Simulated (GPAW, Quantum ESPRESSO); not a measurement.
# Cl K ELNES/XANES of LiCl (Fm-3m) from DFT

What does one-electron theory with a core hole give for the Cl K edge of LiCl (Fm-3m)?

Program: GPAW 26.7.0. Level of theory: X-ray absorption from dipole matrix elements to empty bands, plane-wave PAW LDA. Results are calculated unless marked as measured.

An experiment to compare with: “Metal-Induced Gap States at Well Defined Alkali-Halide/Metal Interfaces” (2003, arxiv:cond-mat/0304006). Chlorine K-edge X-ray absorption was measured on epitaxial LiCl films of controlled thickness on Cu(001) and Ag(001) to find electronic states specific to the insulator/metal interface. Photoemission and Auger spectra were used to rule out interfacial chemical bonding, and the thickness dependence of the pre-peak gave the decay length of the gap states. It reports Cl K-edge features by Cl K-edge NEXAFS on bulk LiCl reference; the values are set beside the results at the end.

Most raw output is cut from this account.

The database entry behind the starting cell differs from later determinations by our own check (0.1 to 0.3 % short, probably kX units), so it need not match the best structure at ambient conditions.

### 1. Set-up

It takes space group Fm-3m (No. 225, cubic). The conventional cell has a = 5.130 Å, b = 5.130 Å, c = 5.130 Å, α = 90.00°, β = 90.00°, γ = 90.00°. Cl has 6 Li at 2.56 Å nearest. Li has 6 Cl at 2.56 Å nearest. Farther neighbours and most contacts between anions are not listed.

As a file:

```
Cl Li
1.0
     0.00000    2.56477    2.56477
     2.56477    0.00000    2.56477
     2.56477    2.56477    0.00000
Cl Li
1 1
Direct
  0.50000 0.50000 0.50000
  0.00000 0.00000 0.00000
```

### 2. The field without a hole

A plain self-consistent run shows whether there is a gap, which decides the set-up of the core-hole run.

The input, scf.py:

```python
import numpy as np
from ase import Atoms
from ase.parallel import parprint, paropen
from gpaw import GPAW, PW, FermiDirac, Mixer, MixerDif, setup_paths
from gpaw.test import gen
setup_paths.insert(0, '.')
gen('Cl', name='nch1s', xcname='LDA', corehole=(1, 0, 0), write_xml=True)
from gpaw.mpi import world
world.barrier()

atoms = Atoms('ClLi',
    cell=[[0, 2.56477, 2.56477],
     [2.56477, 0, 2.56477],
     [2.56477, 2.56477, 0]],
    scaled_positions=[[0.5, 0.5, 0.5],
     [0, 0, 0]],
    pbc=True)
atoms.calc = calc = GPAW(legacy_gpaw=True, mode=PW(500, force_complex_dtype=True), xc='LDA', setups={0: 'nch1s'},
    kpts={'size': (8, 8, 8), 'gamma': True}, occupations=FermiDirac(0.05),
    charge=0, mixer=Mixer(0.1, 5, 50), maxiter=150,
    convergence={'density': 0.0001, 'eigenstates': 1e-6}, txt='scf.txt')
energy = atoms.get_potential_energy() + calc.get_reference_energy()
ef = calc.get_fermi_level()
out = dict(energy=energy, fermi=ef, forces=atoms.get_forces().tolist())
parprint(f'all-electron energy {energy:.4f} eV, Fermi level {ef:.4f} eV')
ev = np.array([[calc.get_eigenvalues(k, s) for k in range(len(calc.get_ibz_k_points()))] for s in range(calc.get_number_of_spins())])
out['homo'], out['lumo'], out['counts'] = ev[ev < ef].max(), ev[ev > ef].min(), sorted(set((ev < ef).sum((0, 2)).tolist()))
out['filled'] = (ev[:, 0] < ef).sum(1).tolist()
import json
with paropen('out.json', 'w') as f:
    json.dump(out, f)
```

Run with:

```
$ OMP_NUM_THREADS=1 mpirun -n 4 gpaw python scf.py
```

Elapsed: 2.5 s, on 4 MPI ranks of Arm Neoverse V2, shared host; peak memory 0.16 GiB.

The mesh shows a gap of 5.99 eV, so the hole is first treated in a charged cell, without the excited electron.

### 3. Spectrum without a core hole, Cl atom 1

Without a hole the spectrum is the empty density of states of the right symmetry on the absorber, weighted by matrix elements. It needs only the small cell and serves as the baseline. The data set with a hole of occupation 0 only carries the core orbital.

The absorber has 6 Li at 2.56 Å (octahedral, site symmetry m-3m).

The input, xas.py:

```python
import numpy as np
from ase import Atoms
from ase.parallel import parprint, paropen
from gpaw import GPAW, PW, FermiDirac, Mixer, MixerDif, setup_paths
from gpaw.test import gen
setup_paths.insert(0, '.')
gen('Cl', name='nch1s', xcname='LDA', corehole=(1, 0, 0), write_xml=True)
from gpaw.mpi import world
world.barrier()

atoms = Atoms('ClLi',
    cell=[[0, 2.56477, 2.56477],
     [2.56477, 0, 2.56477],
     [2.56477, 2.56477, 0]],
    scaled_positions=[[0.5, 0.5, 0.5],
     [0, 0, 0]],
    pbc=True)
atoms.calc = calc = GPAW(legacy_gpaw=True, mode=PW(500, force_complex_dtype=True), xc='LDA', setups={0: 'nch1s'},
    kpts={'size': (8, 8, 8), 'gamma': True}, occupations=FermiDirac(0.02),
    charge=0, mixer=Mixer(0.1, 5, 50), maxiter=150,
    convergence={'density': 0.0001, 'eigenstates': 1e-6}, txt='scf.txt')
energy = atoms.get_potential_energy() + calc.get_reference_energy()
ef = calc.get_fermi_level()
out = dict(energy=energy, fermi=ef, forces=atoms.get_forces().tolist())
parprint(f'all-electron energy {energy:.4f} eV, Fermi level {ef:.4f} eV')
ev = np.array([[calc.get_eigenvalues(k, s) for k in range(len(calc.get_ibz_k_points()))] for s in range(calc.get_number_of_spins())])
out['homo'], out['lumo'], out['counts'] = ev[ev < ef].max(), ev[ev > ef].min(), sorted(set((ev < ef).sum((0, 2)).tolist()))
out['filled'] = (ev[:, 0] < ef).sum(1).tolist()

from ase.units import Ha
from gpaw.xas import dipole_matrix_elements
nb = int(calc.get_number_of_electrons() / 2) + 23
top = nb
nscf = calc.fixed_density(kpts={'size': (8, 8, 8), 'gamma': True},
    convergence={'eigenstates': 1.0}, txt='nscf.txt')
nscf.diagonalize_full_hamiltonian(nbands=nb)
cell = atoms.cell.array
ops = [cell.T @ U.T @ np.linalg.inv(cell.T) for U in nscf.wfs.kd.symmetry.op_scc]
filled = [4]  # bands filled in the ground state, by spin
E = np.arange(-25, 34, 0.1)
fwhm = np.interp(E, [4, 25], [0.9, 3.5])
Y, X, zero, highest = 0, 0, 1e9, 1e9
for spin in range(nscf.get_number_of_spins()):
    wfs = nscf.wfs
    mine = wfs.bd.get_slice()  # this rank's bands
    A = dipole_matrix_elements(wfs.setups[0])
    eps = np.zeros((wfs.kd.nibzkpts, nb))
    d = np.zeros((3, A.shape[1], wfs.kd.nibzkpts, nb), complex)
    for kpt in wfs.kpt_u:
        if kpt.s == spin and 0 in kpt.P_ani:
            eps[kpt.k, mine] = kpt.eps_n * Ha
            d[:, :, kpt.k, mine] = (kpt.weight * wfs.nspins / 2) ** 0.5 * np.inner(A, kpt.P_ani[0])
    world.sum(eps)
    world.sum(d)
    T = np.einsum('amkn,bmkn->abkn', d, d.conj()).real
    T = sum(np.einsum('ai,ijkn,bj->abkn', R, T, R) for R in ops) / len(ops)
    empty = np.ones_like(eps, bool) & (np.arange(nb) >= filled[spin])
    zero, highest = min(zero, eps[empty].min()), min(highest, eps[:, top - 1].min())
    lines = [(eps, T, empty)] if spin == 0 else lines + [(eps, T, empty)]
for eps, T, empty in lines:
    f = np.einsum('aakn->akn', T).reshape(3, -1)
    x = eps.ravel() - zero
    w = np.interp(x, E, fwhm) / 2.35482
    g = np.exp(-0.5 * ((E[:, None] - x) / w) ** 2) / (w * (2 * np.pi) ** 0.5)
    Y = Y + (f * empty.ravel()) @ g.T
    X = X + (f * ~empty.ravel()) @ g.T
out.update(E=E.round(2).tolist(), xas=Y.tolist(), xes=X.tolist(), zero=zero, valid=highest - zero, nk=len(eps), nb=nb)
for i in range(0, len(E), 10):
    parprint(f'{E[i]:7.2f}', *(f'{v:10.3e}' for v in Y[:, i]))
import json
with paropen('out.json', 'w') as f:
    json.dump(out, f)
```

Run with:

```
$ OMP_NUM_THREADS=1 mpirun -n 4 gpaw python xas.py
```

It took 12 s on 4 MPI ranks; peak memory 0.25 GiB.

The Cl K spectrum, Cl atom 1, no core hole (energy from the lowest empty level; intensity scaled to a mean of 1 over the first 20 eV):

```
E (eV)  intensity
  -2.0       0.00
  -1.4       0.00
  -0.8       0.00
  -0.2       0.01
   0.4       0.08
   1.0       0.37
   1.6       0.62
   2.2       0.82
   2.8       0.77
   3.4       1.75
   4.0       2.64
   4.6       2.68
   5.2       3.35
   5.8       2.52
   6.4       1.33
   7.0       0.86
   7.6       0.96
   8.2       0.92
   8.8       0.63
   9.4       0.46
  10.0       0.40
  10.6       0.37
  11.2       0.40
  11.8       0.50
  12.4       0.61
  13.0       0.68
  13.6       0.75
  14.2       0.83
  14.8       0.91
  15.4       0.99
  16.0       1.02
  16.6       0.98
  17.2       0.89
  17.8       0.80
  18.4       0.75
  19.0       0.74
  19.6       0.74
  20.2       0.75
  20.8       0.77
  21.4       0.83
  22.0       0.89
  22.6       0.94
  23.2       0.95
  23.8       0.91
  24.4       0.85
  25.0       0.79
  25.6       0.76
  26.2       0.76
  26.8       0.79
  27.4       0.84
  28.0       0.90
  28.6       0.96
  29.2       1.00
```

Main maxima below 24 eV (height): 2.1 eV (0.82), 4.1 eV (2.65), 5.2 eV (3.35), 7.8 eV (0.99), 16.0 eV (1.02) and 23.0 eV (0.95). A K edge sees empty p states on the absorber.

The same matrix elements for filled bands give the Cl K emission of Cl atom 1 (ground-state approximation; energy from the lowest empty level, largest value 1):

| E (eV) | emission |
| --- | --- |
| -24.00 | 0.00 |
| -23.25 | 0.00 |
| -22.50 | 0.00 |
| -21.75 | 0.00 |
| -21.00 | 0.00 |
| -20.25 | 0.00 |
| -19.50 | 0.00 |
| -18.75 | 0.00 |
| -18.00 | 0.00 |
| -17.25 | 0.00 |
| -16.50 | 0.00 |
| -15.75 | 0.00 |
| -15.00 | 0.00 |
| -14.25 | 0.00 |
| -13.50 | 0.00 |
| -12.75 | 0.00 |
| -12.00 | 0.00 |
| -11.25 | 0.00 |
| -10.50 | 0.00 |
| -9.75 | 0.01 |
| -9.00 | 0.20 |
| -8.25 | 0.49 |
| -7.50 | 0.57 |
| -6.75 | 0.98 |
| -6.00 | 0.52 |
| -5.25 | 0.03 |
| -4.50 | 0.00 |
| -3.75 | 0.00 |
| -3.00 | 0.00 |
| -2.25 | 0.00 |
| -1.50 | 0.00 |
| -0.75 | 0.00 |
| 0.00 | 0.00 |
| 0.75 | 0.00 |
| 1.50 | 0.00 |
| 2.25 | 0.00 |
| 3.00 | 0.00 |

Emission maxima: -6.6 eV (1.00).

### 4. Reference energy of the supercell

The photon energy needs a difference of total energies, so the cell and mesh of the coming hole run are first run without a hole.

Changes to scf.py since step 2:

```diff
@@ -10,11 +10,25 @@
 
-atoms = Atoms('ClLi',
-    cell=[[0, 2.56477, 2.56477],
-     [2.56477, 0, 2.56477],
-     [2.56477, 2.56477, 0]],
-    scaled_positions=[[0.5, 0.5, 0.5],
-     [0, 0, 0]],
+atoms = Atoms('Cl8Li8',
+    cell=[[0, 5.12954, 5.12954],
+     [5.12954, 0, 5.12954],
+     [5.12954, 5.12954, 0]],
+    scaled_positions=[[0.25, 0.25, 0.25],
+     [0.25, 0.25, 0.75],
+     [0.25, 0.75, 0.25],
+     [0.75, 0.25, 0.25],
+     [0.25, 0.75, 0.75],
+     [0.75, 0.25, 0.75],
+     [0.75, 0.75, 0.25],
+     [0.75, 0.75, 0.75],
+     [0, 0, 0],
+     [0, 0, 0.5],
+     [0, 0.5, 0],
+     [0.5, 0, 0],
+     [0, 0.5, 0.5],
+     [0.5, 0, 0.5],
+     [0.5, 0.5, 0],
+     [0.5, 0.5, 0.5]],
     pbc=True)
 atoms.calc = calc = GPAW(legacy_gpaw=True, mode=PW(500, force_complex_dtype=True), xc='LDA', setups={0: 'nch1s'},
-    kpts={'size': (8, 8, 8), 'gamma': True}, occupations=FermiDirac(0.05),
+    kpts={'size': (3, 3, 3), 'gamma': True}, occupations=FermiDirac(0.02),
     charge=0, mixer=Mixer(0.1, 5, 50), maxiter=150,
```

Run with:

```
$ OMP_NUM_THREADS=1 mpirun -n 4 gpaw python scf.py
```

It took 7.7 s on 4 MPI ranks; peak memory 0.31 GiB.

Reference energy: -101814.019 eV with the cores included.

### 5. Spectrum with FCH, Cl atom 1

The holes are 7.3 Å apart. In GPAW the data set carries the hole's charge, so charge=0 means a charged cell and charge=-1 a neutral one. The excited electron is left out and a uniform background balances the charge. After the field has converged, empty bands are computed with the density fixed and the dipole matrix elements are summed.

Changes to xas.py since step 3:

```diff
@@ -6,3 +6,3 @@
 setup_paths.insert(0, '.')
-gen('Cl', name='nch1s', xcname='LDA', corehole=(1, 0, 0), write_xml=True)
+gen('Cl', name='fch1s', xcname='LDA', corehole=(1, 0, 1), write_xml=True)
 from gpaw.mpi import world
@@ -10,11 +10,25 @@
 
-atoms = Atoms('ClLi',
-    cell=[[0, 2.56477, 2.56477],
-     [2.56477, 0, 2.56477],
-     [2.56477, 2.56477, 0]],
-    scaled_positions=[[0.5, 0.5, 0.5],
-     [0, 0, 0]],
+atoms = Atoms('Cl8Li8',
+    cell=[[0, 5.12954, 5.12954],
+     [5.12954, 0, 5.12954],
+     [5.12954, 5.12954, 0]],
+    scaled_positions=[[0.25, 0.25, 0.25],
+     [0.25, 0.25, 0.75],
+     [0.25, 0.75, 0.25],
+     [0.75, 0.25, 0.25],
+     [0.25, 0.75, 0.75],
+     [0.75, 0.25, 0.75],
+     [0.75, 0.75, 0.25],
+     [0.75, 0.75, 0.75],
+     [0, 0, 0],
+     [0, 0, 0.5],
+     [0, 0.5, 0],
+     [0.5, 0, 0],
+     [0, 0.5, 0.5],
+     [0.5, 0, 0.5],
+     [0.5, 0.5, 0],
+     [0.5, 0.5, 0.5]],
     pbc=True)
-atoms.calc = calc = GPAW(legacy_gpaw=True, mode=PW(500, force_complex_dtype=True), xc='LDA', setups={0: 'nch1s'},
-    kpts={'size': (8, 8, 8), 'gamma': True}, occupations=FermiDirac(0.02),
+atoms.calc = calc = GPAW(legacy_gpaw=True, mode=PW(500, force_complex_dtype=True), xc='LDA', setups={0: 'fch1s'},
+    kpts={'size': (3, 3, 3), 'gamma': True}, occupations=FermiDirac(0.02),
     charge=0, mixer=Mixer(0.1, 5, 50), maxiter=150,
@@ -31,11 +45,10 @@
 from gpaw.xas import dipole_matrix_elements
-nb = int(calc.get_number_of_electrons() / 2) + 23
-top = nb
-nscf = calc.fixed_density(kpts={'size': (8, 8, 8), 'gamma': True},
-    convergence={'eigenstates': 1.0}, txt='nscf.txt')
-nscf.diagonalize_full_hamiltonian(nbands=nb)
+nb = int(calc.get_number_of_electrons() / 2) + 163
+top, nb = nb, nb + 8 + nb // 12
+nscf = calc.fixed_density(kpts={'size': (4, 4, 4), 'gamma': True}, nbands=nb,
+    convergence={'bands': top, 'eigenstates': 5e-3}, maxiter=60, txt='nscf.txt')
 cell = atoms.cell.array
 ops = [cell.T @ U.T @ np.linalg.inv(cell.T) for U in nscf.wfs.kd.symmetry.op_scc]
-filled = [4]  # bands filled in the ground state, by spin
-E = np.arange(-25, 34, 0.1)
+filled = [32]  # bands filled in the ground state, by spin
+E = np.arange(-6, 34, 0.1)
 fwhm = np.interp(E, [4, 25], [0.9, 3.5])
```

Run with:

```
$ OMP_NUM_THREADS=1 mpirun -n 4 gpaw python xas.py
```

Wall time 55 s (4 MPI ranks); peak memory 0.47 GiB; 3.7 min of CPU time.

The Cl K spectrum, Cl atom 1, full core hole (charged cell) (energy from the lowest empty level; intensity scaled to a mean of 1 over the first 20 eV):

```csv
E (eV),intensity
-2.00,0.00
-1.25,0.00
-0.50,0.00
0.25,0.06
1.00,0.23
1.75,0.85
2.50,1.87
3.25,1.38
4.00,2.60
4.75,3.96
5.50,2.65
6.25,0.70
7.00,0.24
7.75,0.34
8.50,0.50
9.25,0.43
10.00,0.38
10.75,0.42
11.50,0.43
12.25,0.50
13.00,0.63
13.75,0.76
14.50,0.90
15.25,1.05
16.00,1.15
16.75,1.16
17.50,1.05
18.25,0.89
19.00,0.80
19.75,0.81
20.50,0.86
21.25,0.92
22.00,0.99
22.75,1.05
23.50,1.06
24.25,1.00
25.00,0.93
25.75,0.91
26.50,0.94
27.25,1.03
28.00,1.12
28.75,1.21
29.50,1.26
```

Main maxima below 24 eV (height): 2.5 eV (1.87), 4.7 eV (3.96), 8.6 eV (0.50), 16.5 eV (1.17) and 23.2 eV (1.07). 

The hole costs E(hole) − E(ground) = 2822.01 eV, and the lowest empty level of the hole cell on the spectrum's mesh lies at 5.64 eV, which puts the zero at 2827.65 eV. One term is added: -17.80 eV, since the hole is spin-paired here and a spin-polarised one costs that much less in the free atom (computed apart). The photon energy is then 2809.85 eV. The functional and the charged cell's background leave an error in such absolute values: in the free atom LDA prices this hole 9.7 eV below PBE (computed apart), and PBE is itself good to a few eV.

### 6. Excitation energy, Cl atom 1

With the excited electron kept in the cell the system stays neutral, and the energy difference is an excitation energy by itself. In a small cell that electron takes up a good share of the lowest empty band, or all of one, which shifts the value from the true onset.

Changed against the first core-hole run: core hole to XCH, with the smearing that suits a partly filled band.

Changes to scf.py since step 4:

```diff
@@ -6,3 +6,3 @@
 setup_paths.insert(0, '.')
-gen('Cl', name='nch1s', xcname='LDA', corehole=(1, 0, 0), write_xml=True)
+gen('Cl', name='fch1s', xcname='LDA', corehole=(1, 0, 1), write_xml=True)
 from gpaw.mpi import world
@@ -31,5 +31,5 @@
     pbc=True)
-atoms.calc = calc = GPAW(legacy_gpaw=True, mode=PW(500, force_complex_dtype=True), xc='LDA', setups={0: 'nch1s'},
-    kpts={'size': (3, 3, 3), 'gamma': True}, occupations=FermiDirac(0.02),
-    charge=0, mixer=Mixer(0.1, 5, 50), maxiter=150,
+atoms.calc = calc = GPAW(legacy_gpaw=True, mode=PW(500, force_complex_dtype=True), xc='LDA', setups={0: 'fch1s'},
+    kpts={'size': (3, 3, 3), 'gamma': True}, occupations=FermiDirac(0.04),
+    charge=-1, mixer=Mixer(0.1, 5, 50), maxiter=150,
     convergence={'density': 0.0001, 'eigenstates': 1e-6}, txt='scf.txt')
```

Run with:

```
$ OMP_NUM_THREADS=1 mpirun -n 4 gpaw python scf.py
```

Elapsed: 11 s, on 4 MPI ranks; peak memory 0.31 GiB.

The total-energy difference is 2828.53 eV. With the free-atom term of -17.80 eV for this edge, the photon energy is 2810.73 eV.

### 7. What the core hole does

Both curves are counted from their own zero, so only the shift of weight within the empty states shows.

```
E (eV)  no hole   FCH
  -2.0     0.00  0.00
  -1.0     0.00  0.00
   0.0     0.02  0.03
   1.0     0.37  0.23
   2.0     0.80  1.33
   3.0     0.96  1.45
   4.0     2.64  2.60
   5.0     3.21  3.78
   6.0     2.07  1.19
   7.0     0.86  0.24
   8.0     0.98  0.41
   9.0     0.55  0.47
  10.0     0.40  0.38
  11.0     0.38  0.42
  12.0     0.54  0.46
  13.0     0.68  0.63
  14.0     0.80  0.80
  15.0     0.94  1.00
  16.0     1.02  1.15
  17.0     0.92  1.14
  18.0     0.77  0.94
  19.0     0.74  0.80
  20.0     0.74  0.83
  21.0     0.79  0.90
  22.0     0.89  0.99
  23.0     0.95  1.06
  24.0     0.89  1.03
  25.0     0.79  0.93
  26.0     0.76  0.91
  27.0     0.81  0.99
  28.0     0.90  1.12
  29.0     0.99  1.23
```

With each curve scaled to its own mean, the area from −2 to 6 eV with the hole is 10.3 against 9.1, and the centre of weight from −1 to 20 eV moves by +0.1 eV (first and strongest maxima below 20 eV: 2.1 eV (0.82), 4.1 eV (2.65), 5.2 eV (3.35) and 16.0 eV (1.02) without the hole, 2.5 eV (1.87), 4.7 eV (3.96) and 16.5 eV (1.17) with it); the shape changes all the same, by 32 % r.m.s.

### 8. Against the measurement

Features are paired by their description (first, strongest, rising edge, steepest rise) or, failing that, by nearness after a common offset; their character isn't checked. The paper doesn't name the phase; the usual one is assumed.

GPAW LDA (Gaussian full width 0.9 eV up to 4 eV, rising linearly to 3.5 eV at 25 eV):

| measured feature | measured (eV) | computed feature | computed (eV) | difference (eV) | difference less the mean (eV) |
| --- | --- | --- | --- | --- | --- |
| Cl K-edge, first near-edge peak (p1) | 2827 | first maximum | 2812.3 | -14.7 | -0.1 |
| Cl K-edge, second near-edge peak (p2) | 2829 | nearest maximum | 2814.5 | -14.5 | +0.1 |

### 9. Runs not followed above

These runs aren't followed: redraws of a spectrum that repeat one shown, runs with a planted fault or a state judged unsound, or a program's part that gave no sound spectrum.

| program | step | status | elapsed |
| --- | --- | --- | --- |
| Quantum ESPRESSO | ground state | converged | 3.4 s |
| Quantum ESPRESSO | no core hole | converged | 13 s |
| Quantum ESPRESSO | no core hole, redrawn | converged | 4.2 s |
| Quantum ESPRESSO | supercell ground state | crashed | 89 s |
| Quantum ESPRESSO | core-hole potential | converged | 0.66 s |
| Quantum ESPRESSO | supercell with FCH | crashed | 52 s |
| Quantum ESPRESSO | supercell with XCH | converged | 68 s |

### 10. Outcome

- absorber and edge: Cl K, atom 1 of the ground-state input (counted from 1)
- surroundings: 6 Li at 2.56 Å (octahedral, site symmetry m-3m)
- highest intensity below 16 eV: 4.7 eV above the zero, height 3.96
- photon energy of the zero, with the added terms: 2809.8 eV (raw 2827.6 eV; LDA puts this hole about 10 eV below PBE, itself good to a few eV)

In words: GPAW LDA lies 14.6 eV below the measured energies on average, of which about 10 eV is this functional's underpricing of the hole against PBE in the free atom; the paired features span 2.2 eV against 2.0 eV measured. Energy scales of different experiments differ by up to about 1 eV. The Cl K edge of atom 1, with 6 Li at 2.56 Å (octahedral, site symmetry m-3m), has its highest intensity of the first 16 eV at 4.7 eV above the zero, near 2815 eV in photon energy (LDA puts this hole about 10 eV below PBE, itself good to a few eV), 4.0 times the mean level of the first 20 eV (Gaussian full width 0.9 eV up to 4 eV, rising linearly to 3.5 eV at 25 eV). With each curve scaled to its own mean, the area from −2 to 6 eV with the hole is 10.3 against 9.1, and the centre of weight from −1 to 20 eV moves by +0.1 eV (first and strongest maxima below 20 eV: 2.1 eV (0.82), 4.1 eV (2.65), 5.2 eV (3.35) and 16.0 eV (1.02) without the hole, 2.5 eV (1.87), 4.7 eV (3.96) and 16.5 eV (1.17) with it); the shape changes all the same, by 32 % r.m.s. The neutral-cell energy lies +0.9 eV from the charged-cell zero, a gap made of the charged-cell error and of where the added electron settles. The same cell was also set up in Quantum ESPRESSO; that part failed, was judged unsound or used a data set known to give false states; its runs are listed without their results. The mesh is coarse (0.27 Å⁻¹ between points), so small maxima may be mesh ripples. The structure is a published determination, not relaxed.

[Logs are printed without paths, hosts, clocks, repeated set-up lines and the standing remarks that a program may print on its own settings, such as how far it seeks lower states.]

[Hosts, paths, dates, database ids (printed as entryN), source tags and the programs' standing remarks are cut or masked in the printed files.]

[Lists of maxima count a maximum above −3 eV only where it reaches 4 % of the highest in the window and stands out from its surroundings by 2 % of it (1.5 % where it reaches 55 %); shoulders and weaker maxima are passed over, and of the rest the first, up to two pre-edge ones and the few strongest are named.]
